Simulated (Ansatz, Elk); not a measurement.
# How far do independent atoms describe CrFeSiN?, part 2 of 2

The structure of CrFeSiN used here is made up (a known structure type with other elements) and was relaxed beforehand with PBE. The aim is the Fourier transform of its all-electron density, F(hkl), set beside the sum over free spherical atoms that refinements use.

Elk 11.2.3 (patched build); all-electron DFT.

So far: Starting point; Ground state and structure factors.

The structure was built from a prototype and need not be the compound's stable phase.

## (3) The highest occupied states alone

Level of this step: DFT, PBE, all-electron APW+lo, Dirac cores, scalar-relativistic bands, static density, no spin (Elk).

An energy window below the Fermi level keeps the highest occupied states, to see at which angles they scatter; shallow core shells can lie inside it and anion s states outside. No new self-consistency is needed.

Contents of elk.in:

```
tasks
  195

xctype
  20

spinpol
  .false.

rgkmax
  7.0

gmaxvr
  14.0

lmaxo
  7

lmaxapw
  8

swidth
  0.002

tshift
  .false.

ramdisk
  .false.

hmaxvr
  5.5

maxscl
  120

epspot
  1e-06

wsfac
  0.063390 0.730880

sppath
  './'

avec
  5.31275103648 -0.00000000000 -0.00000000000
  -2.65637551824 4.60097736158 0.00000000000
  -0.00000000000 -0.00000000000 22.37681493140

atoms
  4
  'Fe.in'
  2
  0.3333333333 0.6666666667 0.0893247837   0.000000 0.000000 0.000000
  0.6666666667 0.3333333333 0.9106752163   0.000000 0.000000 0.000000
  'Cr.in'
  2
  0.6666666667 0.3333333333 0.5914422191   0.000000 0.000000 0.000000
  0.3333333333 0.6666666667 0.4085577809   0.000000 0.000000 0.000000
  'Si.in'
  2
  0.6666666667 0.3333333333 0.2449663987   0.000000 0.000000 0.000000
  0.3333333333 0.6666666667 0.7550336013   0.000000 0.000000 0.000000
  'N.in'
  2
  -0.0000000000 -0.0000000000 0.0000000000   0.000000 0.000000 0.000000
  0.0000000000 0.0000000000 0.5000000000   0.000000 0.000000 0.000000

ngridk
  9 9 2
```

On the command line:

```bash
> OMP_NUM_THREADS=4 elk
```

Numbers of over 12 decimals in the logs are rounded to 6 here.

The program printed:

```text
┌─────────────────────────────────┐
│ Elk code version 11.2.3 started │
└─────────────────────────────────┘

Info(readinput): the functional depends on the density's gradient
 muffin-tin radial points multiplied by    2.00000
 (not where nrmtscf is given)

┌────────────────────┐
│ Current task : 195 │
└────────────────────┘
Info(checkmt): changed muffin-tin radius of species 1 (Fe) from   2.4000 to   2.0635
Info(checkmt): changed muffin-tin radius of species 2 (Cr) from   2.4000 to   2.2113
Info(checkmt): changed muffin-tin radius of species 4 (N) from   1.8000 to   1.4259

Warning(linengy): could not find 2 linearisation energies in s.c. loop 1

Info(sfacrho): density structure factors written to SFACRHO.OUT

 Energy window :   0.6339000000E-01  0.7308800000

┌──────────────────┐
│ Elk code stopped │
└──────────────────┘
```

Run time: 8.8 s. Hardware: 4 threads of INTEL XEON PLATINUM 8581C at 2.10GHz (Emerald Rapids), shared host; peak memory 0.18 GiB.

States within 10 eV below the Fermi level hold 40.39 electrons; any levels below the window count with the cores, and a count that is not whole means the window cuts a band. Their amplitudes can exceed the total, where window and core parts have opposite phase:

```
hkl  sin θ/λ (Å⁻¹)  abs F, window  abs F, all
001          0.042          3.658       4.644
002          0.085         10.682      27.064
003          0.127          0.404       1.034
004          0.169          4.075      21.086
100          0.205          3.055      37.995
011          0.210          3.457      16.125
101          0.210          6.362      20.579
005          0.211          3.120       0.431
012          0.222          3.663       4.670
102          0.222          1.299       0.836
```

## (4) Another functional

The difference from free atoms is small, so it is set against the change that PBEsol makes.

Changes to elk.in since step 3:

```diff
@@ -1,2 +1,3 @@
 tasks
+  0
   195
@@ -4,3 +5,3 @@
 xctype
-  20
+  22
 
@@ -39,5 +40,2 @@
 
-wsfac
-  0.063390 0.730880
-
 sppath
```

On the command line:

```bash
> OMP_NUM_THREADS=4 elk
```

The program printed:

```text
┌─────────────────────────┐
│ Elk code version 11.2.3 │
└─────────────────────────┘

All units are atomic (Hartree, Bohr, etc.)

┌─────────────────────────────────────────────────┐
│ Ground-state run starting from atomic densities │
└─────────────────────────────────────────────────┘

Lattice vectors :
   5.312751036      -0.000000000      -0.000000000
  -2.656375518       4.600977362       0.000000000
  -0.000000000      -0.000000000       22.37681493

Reciprocal lattice vectors :
   1.182661349      0.6828098481       0.000000000
[...]
species : 4 (N)
   atom 1                    :    5.340942381     (  0.9469103403E-05)
   atom 2                    :    5.406429632     (  0.9555582521E-05)
 total in muffin-tins        :    129.4621728
 total calculated charge     :    141.9947811
 total charge                :    142.0000000
 error                       :   0.5218916366E-02

┌──────────────────────────────┐
│ Self-consistent loop stopped │
└──────────────────────────────┘

Warning : the lowest level lies among the core levels :   -2.764010502      -2.893034471

Warning : core states of species 3 leak from the muffin-tin :   0.1356327078E-02

Wrote STATE.OUT
[key lines of the parts left out:]
total energy                :     -5331.1565714528
```

Elapsed: 57 s, on 4 threads; peak memory 0.25 GiB.

Against the first run R = 0.06 %; the largest change is -0.060 at 110.

## (5) Basis size

A smaller basis shows how fast F responds to it; the change is likely larger than the basis error of the first run, but doesn't show convergence.

Changes to elk.in since step 4:

```diff
@@ -5,3 +5,3 @@
 xctype
-  22
+  20
 
@@ -11,3 +11,3 @@
 rgkmax
-  7.0
+  5.5
```

On the command line:

```bash
> OMP_NUM_THREADS=4 elk
```

The program printed:

```text
┌─────────────────────────┐
│ Elk code version 11.2.3 │
└─────────────────────────┘

All units are atomic (Hartree, Bohr, etc.)

┌─────────────────────────────────────────────────┐
│ Ground-state run starting from atomic densities │
└─────────────────────────────────────────────────┘

Lattice vectors :
   5.312751036      -0.000000000      -0.000000000
  -2.656375518       4.600977362       0.000000000
  -0.000000000      -0.000000000       22.37681493

Reciprocal lattice vectors :
   1.182661349      0.6828098481       0.000000000
[...]
species : 4 (N)
   atom 1                    :    5.275631081     (  0.9094251255E-05)
   atom 2                    :    5.341426893     (  0.9179142968E-05)
 total in muffin-tins        :    129.1335696
 total calculated charge     :    141.9953903
 total charge                :    142.0000000
 error                       :   0.4609681994E-02

┌──────────────────────────────┐
│ Self-consistent loop stopped │
└──────────────────────────────┘

Warning : the lowest level lies among the core levels :   -2.793069593      -2.912402271

Warning : core states of species 3 leak from the muffin-tin :   0.1337965205E-02

Wrote STATE.OUT
[key lines of the parts left out:]
total energy                :     -5336.6944237366
```

It took 48 s on 4 threads; peak memory 0.25 GiB.

Against the first run R = 0.20 %; the largest change is -0.141 at 014.

## (6) Settings against the effect

```csv
run,R against the first run (%),"R against neutral atoms, low angle (%)",wall time
"PBE, rgkmax 7",0.00,1.61,63 s
PBEsol,0.06,1.59,57 s
rgkmax 5.5,0.20,1.56,48 s
```

## (7) What came out

```json
{"R against neutral atoms, sin θ/λ < 0.3 Å⁻¹": "1.61 %", "R against neutral atoms, 0.3 to 0.75 Å⁻¹": "0.60 %"}
```

Independent neutral atoms miss the calculated amplitudes by R = 1.61 % below 0.3 Å⁻¹ and 0.60 % from there to 0.75 Å⁻¹; by shells, 0.88 % below 0.15 Å⁻¹ (3 forms), 1.63 % 0.15 to 0.3 (15 forms), 0.41 % 0.3 to 0.45 (27 forms), 0.67 % above 0.45 (104 forms). Bonding, aspherical density and the tables' own atoms all enter these figures, and the runs don't part them. The largest change of an amplitude is -1.68 electrons, at 006. R counts amplitudes alone; phases shift too. Weak lines can change much in proportion: 005 goes from 0.31 to 0.43. The window's part falls from 40.4 electrons at the origin to at most 2.62 between 0.45 and 0.75 Å⁻¹, where compact states inside the window still scatter. Below 0.3 Å⁻¹ the changes that finished (PBEsol and rgkmax 5.5) move F by R = 0.21 % at most, against the 1.61 % that separates it from free atoms. The k-mesh has no finished test. These runs have no spin, though d or f shells may be open. Part of the difference isn't bonding: the tables are fits to free atoms and ions calculated by other methods than this functional. Thermal motion, anomalous dispersion and extinction are left out.

[Logs are printed without paths, hosts, clocks, repeated set-up lines and the standing remarks that a program may print on its own settings, such as how far it seeks lower states.]

[Hosts, paths, dates, database ids (printed as entryN), source tags and the programs' standing remarks are cut or masked in the printed files.]
